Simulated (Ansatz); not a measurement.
# Cr2Ga: relaxing a made-up structure

Starting from a made-up structure for Cr2Ga, the aim is the relaxed cell, its shortest contacts and, where a second run follows, its electronic structure.

Program: Ansatz 0.2.0. Level of theory: DFT, PBE, plane-wave PAW, files of the set soft_1, scalar-relativistic, ferromagnetic start, cell and ions relaxed at zero pressure; PAW set soft_1. Results are calculated unless marked as measured.

### Step 1. Starting point

It takes space group I4/mcm (No. 140, tetragonal). The conventional cell has a = 5.780 Å, b = 5.780 Å, c = 4.729 Å, α = 90.00°, β = 90.00°, γ = 90.00°. Nearest to Ga lie 2 Ga at 2.36 Å and 8 Cr at 2.45 Å. Cr has 4 Ga at 2.45 Å and 2 Cr at 2.70 Å nearest. Farther neighbours are not listed.

### Step 2. Relaxing cell and atoms

The guessed cell has no reason to be at equilibrium. It is relaxed with the atoms, within the space group of the guess.

input.yaml reads:

```yaml
crystal:
  lattice:
    - [-2.89, 2.89, 2.3645]
    - [2.89, -2.89, 2.3645]
    - [2.89, 2.89, -2.3645]
  atoms:
    - { symbol: Ga, position: [0.75, 0.75, 0.0] }
    - { symbol: Ga, position: [0.25, 0.25, 0.0] }
    - { symbol: Cr, position: [0.8299, 0.6701, 0.5], spin: 3.0 }
    - { symbol: Cr, position: [0.3299, 0.8299, 0.1598], spin: 3.0 }
    - { symbol: Cr, position: [0.1701, 0.3299, 0.5], spin: 3.0 }
    - { symbol: Cr, position: [0.6701, 0.1701, 0.8402], spin: 3.0 }
magnetization:
  spin_polarized: true
kpoints:
  mp_grid: { grid: [7, 7, 7] }
scf:
  occupations: { method: fermi_dirac, width: 0.05 }
hamiltonian:
  xc: pbe
  pseudopotentials: { kind: paw, azcp: { folder: soft_1 } }
relax:
  f_tol: 0.015
  max_steps: 70
  cell: {}
output:
  forces: true
  stress: true
```

Launch:

```
ansatz run input.yaml --threads 4 --pin off --max-ram 10240MiB --backend cpu --events-out ev --progress --plain --runs-dir out
```

Numbers of over 12 decimals in the logs are rounded to 6 here.

Output:

```text
Engine: ansatz 0.2.0, aarch64-unknown-linux-gnu
Pseudopotentials: kind: paw
Pseudopotential: Ga, paw, valence charge 13, recommended cutoff 420 eV (normal), soft_1/Ga.paw.azcp
Pseudopotential: Cr, paw, valence charge 14, recommended cutoff 420 eV (normal), soft_1/Cr.paw.azcp
Functional definition: PBE
  parameter kappa = 0.804
  parameter beta = 0.066725
  exchange = pbe_x(kappa = kappa, mu = beta*pi^2/3)
  correlation = pbe_c(beta = beta)
Crystal: 6 atoms, lattice volume = 78.994 Å³
Basis set: ecut = 420 eV, 1535 PW (Γ), exchange–correlation on 64×64×64 points (8 copies of the dense FFT grid, shifted against one another)
Bands: 57, of which v1, the nominal top of the filled ones, is band 41 counted from 1 (40 counted from 0)
Symmetry: 16 space group operations
Space group: I4/mcm (ITA 140), of the structure as read, at distance tolerance 4.3e-5 Å
Magnetic group: BNS 140.541 (UNI 1201), of the structure as read, at distance tolerance 4.3e-5 Å
k-points: 40 of 343
Non-local potential: Ga, projectors of the file, l = 0: 2, l = 1: 2, l = 2: 3, l = 3: 1
Non-local potential: Cr, projectors of the file, l = 0: 3, l = 1: 2, l = 2: 3, l = 3: 1
PAW form: soft (Blöchl's): semilocal exchange-correlation on the pseudo side does not see the compensation charge
PAW one-centre angular grid: Ga, 590 points (default); XC on 64 Gauss nodes
PAW one-centre angular grid: Cr, 590 points (default); XC on 64 Gauss nodes
Initial density: superposition of atomic densities (chi_scale 0.1, normalization cell)
Starting moments: Σ|m| = 12 μB on 4 of 6 sites
Initial wavefunctions: pseudopotential atomic-orbital guess
Functional: x = pbe(κ = 0.804, μ = 0.219515), c = pbe(β = 0.066725)
SCF iter   1: F=—  HF=-21076.488927 eV  |F-HF|=—  |Δ(HF+E_count)|=         —  Δρ=1.29e-1 (↑1.29e-1 ↓4.74e-2)  dr2=2.17e1  dr2_m=1.96e0  M=7.967 μB ∫|m|=8.296 μB  β_m=0.30  ethr=3.10e-3  ⟨swp⟩=5.6  Hψ=14656  notcnv=0  defer=13
Mixer restart at iter 1: flushing history
preconditioner: auto → Kerker (q_TF=auto, 2.745 Å⁻¹)  [metal: Δε(μ)=0.006 eV  Ē_g=11.809 eV  σ=0.050 eV  W_gap=0.03  n_scr=18 (ndim 8)  ℏωp=29.5 eV  f_vac=0.000  D(μ)=9.58/eV (n_scr^D=158)]
spin=Collinear: Kerker preconditioning applied to the charge; magnetization (m = ρ↑ − ρ↓) channel mixes plain (no charge-response kernel on spin).
SCF iter   2: F=—  HF=-21073.871662 eV  |F-HF|=—  |Δ(HF+E_count)|=    2.62e0  Δρ=7.15e-2 (↑7.15e-2 ↓2.96e-2)  dr2=7.05e0  dr2_m=7.68e-1  M=7.811 μB ∫|m|=8.181 μB  β_m=0.47  ethr=3.10e-3  ⟨swp⟩=2.8  Hψ=9663  notcnv=0  defer=309
SCF iter   3: F=—  HF=-21073.004087 eV  |F-HF|=—  |Δ(HF+E_count)|=   8.68e-1  Δρ=2.37e-2 (↑2.37e-2 ↓1.97e-2)  dr2=4.11e-1  dr2_m=2.33e-1  M=6.917 μB ∫|m|=7.390 μB  β_m=0.73  ethr=3.10e-3  ⟨swp⟩=2.9  Hψ=8580  notcnv=0  defer=310
SCF iter   4: F=—  HF=-21073.545186 eV  |F-HF|=—  |Δ(HF+E_count)|=   5.41e-1  Δρ=1.62e-2 (↑1.45e-2 ↓1.62e-2)  dr2=1.49e-2  dr2_m=1.66e-1  M=5.473 μB ∫|m|=6.026 μB  β_m=0.86  ethr=5.01e-4  ⟨swp⟩=2.8  Hψ=7680  notcnv=0  defer=321
SCF iter   5: F=—  HF=-21074.831302 eV  |F-HF|=—  |Δ(HF+E_count)|=         —  Δρ=6.61e-2 (↑6.61e-2 ↓5.79e-2)  dr2=1.21e-1  dr2_m=2.74e0  M=1.739 μB ∫|m|=2.079 μB  β_m=1.00  ethr=1.82e-5  ⟨swp⟩=3.2  Hψ=9514  notcnv=0  defer=321
Mixer restart at iter 5: flushing history
SCF iter   6: F=—  HF=-21074.323716 eV  |F-HF|=—  |Δ(HF+E_count)|=   5.08e-1  Δρ=1.10e-2 (↑8.85e-3 ↓1.10e-2)  dr2=1.01e-1  dr2_m=3.38e-2  M=1.509 μB ∫|m|=1.682 μB  β_m=0.86  ethr=6.10e-5  ⟨swp⟩=3.3  Hψ=11541  notcnv=0  defer=342
SCF iter   7: F=—  HF=-21074.351250 eV  |F-HF|=—  |Δ(HF+E_count)|=   2.75e-2  Δρ=1.15e-2 (↑1.15e-2 ↓8.40e-3)  dr2=1.22e-1  dr2_m=2.49e-2  M=1.285 μB ∫|m|=1.410 μB  β_m=0.67  ethr=6.10e-5  ⟨swp⟩=3.7  Hψ=11474  notcnv=0  defer=290
SCF iter   8: F=—  HF=-21074.197271 eV  |F-HF|=—  |Δ(HF+E_count)|=   1.54e-1  Δρ=4.65e-3 (↑4.65e-3 ↓4.02e-3)  dr2=2.07e-3  dr2_m=1.32e-2  M=1.288 μB ∫|m|=1.407 μB  β_m=0.83  ethr=6.10e-5  ⟨swp⟩=2.5  Hψ=8403  notcnv=0  defer=294
SCF iter   9: F=—  HF=-21074.196619 eV  |F-HF|=—  |Δ(HF+E_count)|=   6.52e-4  Δρ=9.11e-4 (↑4.43e-4 ↓9.11e-4)  dr2=2.58e-4  dr2_m=2.92e-4  M=1.072 μB ∫|m|=1.148 μB  β_m=0.92  ethr=2.52e-6  ⟨swp⟩=2.1  Hψ=7641  notcnv=0  defer=294
SCF iter  10: F=—  HF=-21074.196688 eV  |F-HF|=—  |Δ(HF+E_count)|=   6.93e-5  Δρ=4.20e-4 (↑4.20e-4 ↓2.42e-4)  dr2=3.84e-5  dr2_m=6.44e-5  M=1.022 μB ∫|m|=1.094 μB  β_m=0.96  ethr=3.15e-7  ⟨swp⟩=2.3  Hψ=7793  notcnv=0  defer=291
SCF iter  11: F=—  HF=-21074.196696 eV  |F-HF|=—  |Δ(HF+E_count)|=   7.85e-6  Δρ=1.43e-4 (↑8.14e-5 ↓1.43e-4)  dr2=2.61e-5  dr2_m=2.33e-6  M=1.002 μB ∫|m|=1.072 μB  β_m=0.85  ethr=4.68e-8  ⟨swp⟩=2.0  Hψ=8022  notcnv=0  defer=291
SCF iter  12: F=—  HF=-21074.196687 eV  |F-HF|=—  |Δ(HF+E_count)|=   9.42e-6  Δρ=9.88e-5 (↑9.88e-5 ↓3.78e-5)  dr2=4.81e-6  dr2_m=2.49e-6  M=0.992 μB ∫|m|=1.062 μB  β_m=0.92  ethr=3.19e-8  ⟨swp⟩=2.0  Hψ=7771  notcnv=0  defer=291
SCF iter  13: F=—  HF=-21074.196688 eV  |F-HF|=—  |Δ(HF+E_count)|=   1.02e-6  Δρ=2.12e-5 (↑2.12e-5 ↓1.41e-5)  dr2=3.44e-7  dr2_m=1.67e-7  M=0.988 μB ∫|m|=1.057 μB  β_m=0.96  ethr=5.87e-9  ⟨swp⟩=2.5  Hψ=7826  notcnv=0  defer=291
SCF iter  14: F=—  HF=-21074.196688 eV  |F-HF|=—  |Δ(HF+E_count)|=   2.42e-8  Δρ=7.74e-6 (↑5.70e-6 ↓7.74e-6)  dr2=1.77e-8  dr2_m=2.92e-8  M=0.985 μB ∫|m|=1.055 μB  β_m=0.98  ethr=4.20e-10  ⟨swp⟩=2.0  Hψ=7689  notcnv=0  defer=291
SCF iter  15: F=—  HF=-21074.196688 eV  |F-HF|=—  |Δ(HF+E_count)|=   6.81e-9  Δρ=1.02e-6 (↑1.02e-6 ↓9.11e-7)  dr2=1.82e-9  dr2_m=1.84e-10  M=0.985 μB ∫|m|=1.054 μB  β_m=0.99  ethr=2.16e-11  ⟨swp⟩=2.0  Hψ=7833  notcnv=0  defer=291
SCF iter  16: F=-21074.196688 eV  HF=-21074.196688 eV  |F-HF|=1.60e-10  |Δ(HF+E_count)|=  3.75e-10  Δρ=3.75e-7 (↑2.54e-7 ↓3.75e-7)  dr2=1.22e-10  dr2_m=2.91e-11  M=0.985 μB ∫|m|=1.054 μB  ethr=2.21e-12  ⟨swp⟩=1.0  Hψ=12059  notcnv=0
SCF 1 converged in 16 iterations: F = -21074.196688 eV  dr2 = 1.22e-10
  greatest PAW one-centre occupation: 1.000 electrons in one spin orbital (limit 2), on the Cr atom at site 5 (counted from 0), in its partial waves of l = 0
relax step   1: F+E_penalty+E_count = -21074.19668776 eV  Δ(F+E_penalty+E_count) = +0.000e0 eV  max|allowed force component| = 8.702e-1 eV/Å  Δτ_max = 0.0000 Å  P = +2.066 GPa  Ω = 78.994 Å³  (16 SCF iters, dr2 threshold 1.00e-7 eV, accepted)
Crystal: 6 atoms, lattice volume = 77.184 Å³
Basis set: ecut = 420 eV, 1519 PW (Γ), exchange–correlation on 64×64×64 points (8 copies of the dense FFT grid, shifted against one another)
Initial density: handed on by an earlier stage of this run
[...]
SCF 3 converged in 12 iterations: F = -21075.609868 eV  dr2 = 4.52e-9
relax step   3: F+E_penalty+E_count = -21075.60986754 eV  Δ(F+E_penalty+E_count) = -8.004e-1 eV  max|allowed force component| = 3.141e-1 eV/Å  Δτ_max = 0.1950 Å  P = +0.484 GPa  Ω = 78.500 Å³  energy of the carried Pulay correction = +2.093e-4 eV  (12 SCF iters, dr2 threshold 6.00e-7 eV, accepted)
[...]
relax step   4: F+E_penalty+E_count = -21074.90855151 eV  Δ(F+E_penalty+E_count) = +7.013e-1 eV  max|allowed force component| = 1.951e0 eV/Å  Δτ_max = 0.1855 Å  P = +11.338 GPa  Ω = 79.593 Å³  energy of the carried Pulay correction = -2.523e-4 eV  (11 SCF iters, dr2 threshold 6.00e-7 eV, rejected (line search))
[...]
relax step   5: F+E_penalty+E_count = -21075.59685413 eV  Δ(F+E_penalty+E_count) = +1.301e-2 eV  max|allowed force component| = 2.231e-1 eV/Å  Δτ_max = 0.0357 Å  P = -5.992 GPa  Ω = 82.245 Å³  energy of the carried Pulay correction = -1.346e-3 eV  (14 SCF iters, rejected (line search))
[...]
relax step   6: F+E_penalty+E_count = -21075.65955674 eV  Δ(F+E_penalty+E_count) = -4.969e-2 eV  max|allowed force component| = 3.096e-2 eV/Å  Δτ_max = 0.0458 Å  P = -0.427 GPa  Ω = 79.677 Å³  energy of the carried Pulay correction = -2.872e-4 eV  (14 SCF iters, accepted)
[...]
relax step   7: F+E_penalty+E_count = -21075.66029262 eV  Δ(F+E_penalty+E_count) = -7.359e-4 eV  max|allowed force component| = 9.780e-3 eV/Å  Δτ_max = 0.0040 Å  P = +0.195 GPa  Ω = 79.475 Å³  energy of the carried Pulay correction = -2.025e-4 eV  (11 SCF iters, dr2 threshold 6.00e-7 eV, accepted)
[...]
relax step   8: F+E_penalty+E_count = -21075.66034567 eV  Δ(F+E_penalty+E_count) = -5.304e-5 eV  max|allowed force component| = 7.407e-4 eV/Å  Δτ_max = 0.0008 Å  P = -0.003 GPa  Ω = 79.547 Å³  energy of the carried Pulay correction = -2.329e-4 eV  (10 SCF iters, dr2 threshold 1.37e-7 eV, accepted)
Initial wavefunctions: pseudopotential atomic-orbital guess (no wavefunctions were taken with the density)
iter 1 solved again at ethr=4.97e-8 eV; its pass at ethr=3.10e-3 eV (dr2=4.07e-5 eV) is discarded
SCF iter   1: F=—  HF=-21075.659299 eV  |F-HF|=—  |Δ(HF+E_count)|=         —  Δρ=4.23e-4 (↑4.23e-4 ↓4.23e-4)  dr2=1.20e-5  dr2_m=1.10e-11  M=-0.000 μB ∫|m|=0.000 μB  β_m=0.65  ethr=4.97e-8  ⟨swp⟩=3.0  Hψ=25721  notcnv=0
preconditioner: auto → Kerker (q_TF=auto, 2.346 Å⁻¹)  [metal: Δε(μ)=0.022 eV  Ē_g=10.768 eV  σ=0.050 eV  W_gap=0.11  n_scr=16 (ndim 8)  ℏωp=29.4 eV  f_vac=0.000  D(μ)=6.84/eV (n_scr^D=70)]
spin=Collinear: Kerker preconditioning applied to the charge; magnetization (m = ρ↑ − ρ↓) channel mixes plain (no charge-response kernel on spin).
SCF iter   2: F=—  HF=-21075.660403 eV  |F-HF|=—  |Δ(HF+E_count)|=   1.10e-3  Δρ=1.51e-4 (↑1.51e-4 ↓1.51e-4)  dr2=1.55e-6  dr2_m=8.76e-12  M=-0.000 μB ∫|m|=0.000 μB  β_m=0.65  ethr=1.46e-8  ⟨swp⟩=1.0  Hψ=4560  notcnv=0
SCF iter   3: F=—  HF=-21075.660562 eV  |F-HF|=—  |Δ(HF+E_count)|=   1.60e-4  Δρ=2.55e-6 (↑2.55e-6 ↓2.53e-6)  dr2=7.21e-9  dr2_m=1.72e-11  M=-0.000 μB ∫|m|=0.000 μB  β_m=0.55  ethr=1.88e-9  ⟨swp⟩=1.0  Hψ=4560  notcnv=0
SCF iter   4: F=—  HF=-21075.660562 eV  |F-HF|=—  |Δ(HF+E_count)|=   3.41e-9  Δρ=1.01e-6 (↑9.39e-7 ↓1.01e-6)  dr2=2.84e-9  dr2_m=1.68e-11  M=-0.000 μB ∫|m|=0.000 μB  β_m=0.77  ethr=8.79e-12  ⟨swp⟩=2.0  Hψ=6765  notcnv=0
SCF iter   5: F=—  HF=-21075.660567 eV  |F-HF|=—  |Δ(HF+E_count)|=   4.36e-6  Δρ=4.18e-7 (↑2.42e-7 ↓4.18e-7)  dr2=4.32e-10  dr2_m=1.98e-11  M=-0.000 μB ∫|m|=0.000 μB  β_m=0.89  ethr=3.46e-12  ⟨swp⟩=2.0  Hψ=7394  notcnv=0
SCF iter   6: F=—  HF=-21075.660567 eV  |F-HF|=—  |Δ(HF+E_count)|=  1.96e-10  Δρ=2.80e-7 (↑2.80e-7 ↓1.61e-7)  dr2=3.34e-11  dr2_m=2.18e-11  M=-0.000 μB ∫|m|=0.000 μB  β_m=0.91  ethr=1.00e-12  ⟨swp⟩=2.9  Hψ=8383  notcnv=0
SCF iter   7: F=-21075.660567 eV  HF=-21075.660567 eV  |F-HF|=4.73e-11  |Δ(HF+E_count)|=  1.09e-11  Δρ=1.65e-7 (↑7.54e-8 ↓1.65e-7)  dr2=4.62e-11  dr2_m=1.85e-12  M=-0.000 μB ∫|m|=0.000 μB  ethr=1.00e-12  ⟨swp⟩=2.9  Hψ=14152  notcnv=0
the starting moments were not kept: the SCF closed with an absolute magnetisation of 5.7e-5 μB, where they sum to 12 μB in size (4 sites). That is at most 0.1 of that sum.
SCF 9 converged in 7 iterations: F = -21075.660567 eV  dr2 = 4.62e-11
relax step   9: F+E_penalty+E_count = -21075.66056673 eV  Δ(F+E_penalty+E_count) = -2.211e-4 eV  max|allowed force component| = 7.733e-4 eV/Å  Δτ_max = 0.0000 Å  P = +0.003 GPa  Ω = 79.547 Å³  stress off target by 1.09e-2 GPa  SCF on the basis re-selected at this cell (its energy is not comparable with the rows above)  (7 SCF iters)
basis re-selected at this cell: Δ(F+E_penalty+E_count) = -2.211e-4 eV, ΔP = +0.006 GPa vs the last step (what re-selecting the basis moved, of the pressure what is left beyond the Pulay correction that the steps carried, after the strain that the cell walked since its last selection, with what the two solves' SCF thresholds leave and, on support functions, any second-order correction that the steps lacked; it is no m [...]
SCF converged after 7 iterations
Magnetization: -0.0001 μB (41.0000 up, 41.0000 down)
Absolute magnetization: 0.0001 μB (∫|ρ↑−ρ↓|, with the PAW one-centre terms)
Spin contamination: 0.0000 ħ² per cell (⟨S²⟩ above its minimum at these occupations)
Per-site moments (μB) at R_I (Å): [(2.706738736451522e-7, 1.000223), (2.7067387344183943e-7, 1.000223), (-1.1479743041586306e-5, 0.834994), (-1.1479743041603206e-5, 0.834994), (-1.1479743041505226e-5, 0.834994), (-1.147974304168756e-5, 0.834994)]
Free energy (F): -21075.660567 eV
Harris-Foulkes:  -21075.660567 eV  (|F-HF|=4.73e-11)
Internal energy: -21075.604967 eV  (E = F + TS)
E sigma→0 (E₀):  -21075.632767 eV
Entropy (-TS):   -0.055600 eV (-9.267 meV/atom)
Fermi energy:    15.832418 eV
--- Per-component energies (eV) ---
  E_band       = -675.813346
  E_kinetic    = 1443.401810
  E_local      = -7191.169483  (includes V_loc(G=0)·N_el)
  E_nonlocal   = -13.564898
  E_hartree    = 3844.620730
  E_xc         = -592.729565
  E_vxc        = -705.294446  (∫ρ·V_xc dr)
  E_paw        = -8860.275418  (= ΣΔE_a)
  E_vpaw       = -1898.430929  (= ΣTr[D̂ρ^β])
  E_aug_tail   = 0.002561  (compensation charges beyond the density's cutoff)
  E_ewald      = -9705.890704
  E_smearing   = -0.055600  (= −TS)
  E_closure    = 0.000000  (closes the sum)
  Σ components = -21075.660567   (vs F -21075.660567, Δ=0.00e0)
--- Forces (eV/Å), atoms counted from 1 ---
  atom   1  Ga    -0.00000000     0.00000000     0.00000000
  atom   2  Ga     0.00000000     0.00000000     0.00000000
  atom   3  Cr     0.00077332    -0.00077332    -0.00000000
  atom   4  Cr    -0.00077332    -0.00077332    -0.00000000
  atom   5  Cr    -0.00077332     0.00077332     0.00000000
  atom   6  Cr     0.00077332     0.00077332     0.00000000
  max |Σ_I F_I| component: 7.37e-18 eV/Å
--- Stress (GPa, compression-positive) ---
        0.010333       0.000000       0.000000
        0.000000       0.010333       0.000000
        0.000000       0.000000      -0.010877
  P = ⅓ Tr σ = 0.0033 GPa (0.033 kbar)
--- Relaxed structure (8 steps of the walk, 6 accepted, 1 SCFs on fresh bases) ---
  F+E_penalty+E_count = -21075.66056673 eV   max|allowed force component| = 7.733e-4 eV/Å   (the final SCF, on the basis selected at the relaxed cell)
  cell:  # Å, volume = 79.5471 Å³
    - [-2.863821, 2.863821, 2.424782]
    - [2.863821, -2.863821, 2.424782]
    - [2.863821, 2.863821, -2.424782]
  atoms:
    - { symbol: Ga, position: [0.75, 0.75, 3.1825773113905526e-18] }
    - { symbol: Ga, position: [0.25, 0.25, 3.1825773113905526e-18] }
    - { symbol: Cr, position: [0.875049, 0.624951, 0.500000] }
    - { symbol: Cr, position: [0.375049, 0.875049, 0.250099] }
    - { symbol: Cr, position: [0.124951, 0.375049, 0.5] }
    - { symbol: Cr, position: [0.624951, 0.124951, 0.749901] }
```

Elapsed: 75 s, on 4 threads of Arm Neoverse V2, shared host; peak memory 0.62 GiB.

The steps of the relaxation:

| step | energy less that of the first step (eV) | largest force component (eV/Å) | pressure (GPa) | volume (Å³) |
| --- | --- | --- | --- | --- |
| 1 | 0.0000 | 0.8702 | 2.07 | 78.99 |
| 2 | -0.6128 | 0.8093 | 2.64 | 77.18 |
| 3 | -1.4132 | 0.3141 | 0.48 | 78.50 |
| 4 | -0.7119 | 1.9512 | 11.34 | 79.59 |
| 5 | -1.4002 | 0.2231 | -5.99 | 82.25 |
| 6 | -1.4629 | 0.0310 | -0.43 | 79.68 |
| 7 | -1.4636 | 0.0098 | 0.20 | 79.47 |
| 8 | -1.4637 | 0.0007 | 0.00 | 79.55 |
| 9* | -1.4639 | 0.0008 | 0.00 | 79.55 |

Relaxation steps marked * repeat the geometry before them on a plane-wave basis chosen anew for their cell, so energy and pressure can jump there. Relaxation steps 4, 5 were tried and not accepted.

Forces are held to the 16 operations that the run works with; a distortion that breaks them can't arise in this run.

```csv
"conventional cell, symmetrised",before,after,change
a (Å),5.780,5.728,-0.9 %
b (Å),5.780,5.728,-0.9 %
c (Å),4.729,4.850,+2.5 %
volume (Å³/atom),13.17,13.26,+0.7 %
```

The atoms that moved most (Å, as changes of fractional coordinates times the final cell):

```
atom      dx      dy     dz  length
 Cr4   0.259   0.259  0.000   0.366
 Cr5   0.259  -0.259  0.000   0.366
 Cr6  -0.259  -0.259  0.000   0.366
 Cr3  -0.259   0.259  0.000   0.366
```

Final coordinates:

```
Ga Cr
1.0
    -2.86382    2.86382    2.42478
     2.86382   -2.86382    2.42478
     2.86382    2.86382   -2.42478
Ga Cr
2 4
Direct
  0.75000 0.75000 0.00000
  0.25000 0.25000 0.00000
  0.87505 0.62495 0.50000
  0.37505 0.87505 0.25010
  0.12495 0.37505 0.50000
  0.62495 0.12495 0.74990
```

This step gave:

- free energy: -21075.6606 eV
- energy at zero smearing: -21075.6328 eV
- smearing term TS: 0.05560 eV
- Fermi energy: 15.83 eV
- electrons: 82
- symmetry operations: 16
- pressure: 0.003263 GPa

The shortest distance of each pair, which need not be the same contact before and after:

```csv
pair,guess (Å),relaxed (Å)
Cr–Cr,2.701,2.024
Ga–Ga,2.364,2.425
Cr–Ga,2.450,2.568
```

The relaxation ends with a largest force component of 7.7e-4 eV/Å and a pressure of 0.00 GPa. The starting moments have collapsed: the run ends non-magnetic.

### Step 3. What came out

```yaml
space_group_relaxed: I4/mcm
conventional_cell: a = 5.728, b = 5.728, c = 4.850 Å; α = 90.0°, β = 90.0°, γ = 90.0°
volume_per_atom: 13.26 Å³ (guess 13.17)
total_moment: 0.00 μB in the cell of 6 atoms
```

**Reading.** Cr2Ga relaxes to I4/mcm with a = 5.728, b = 5.728 and c = 4.850 Å. The guessed volume was near the relaxed one. The space group I4/mcm was held in the relaxation, so the end point is a stationary structure within it and may be a saddle against distortions or other arrangements. The moments died out from this one start and weren't seeded again at the relaxed cell. Mesh and cutoff weren't tested. No dispersion term is used, so weakly bound directions may come out too long. Nothing here tests whether the compound is stable against decomposition.

[Logs are printed without paths, hosts, clocks, repeated set-up lines and the standing remarks that a program may print on its own settings, such as how far it seeks lower states.]

[Hosts, paths, dates, database ids (printed as entryN), source tags and the programs' standing remarks are cut or masked in the printed files.]
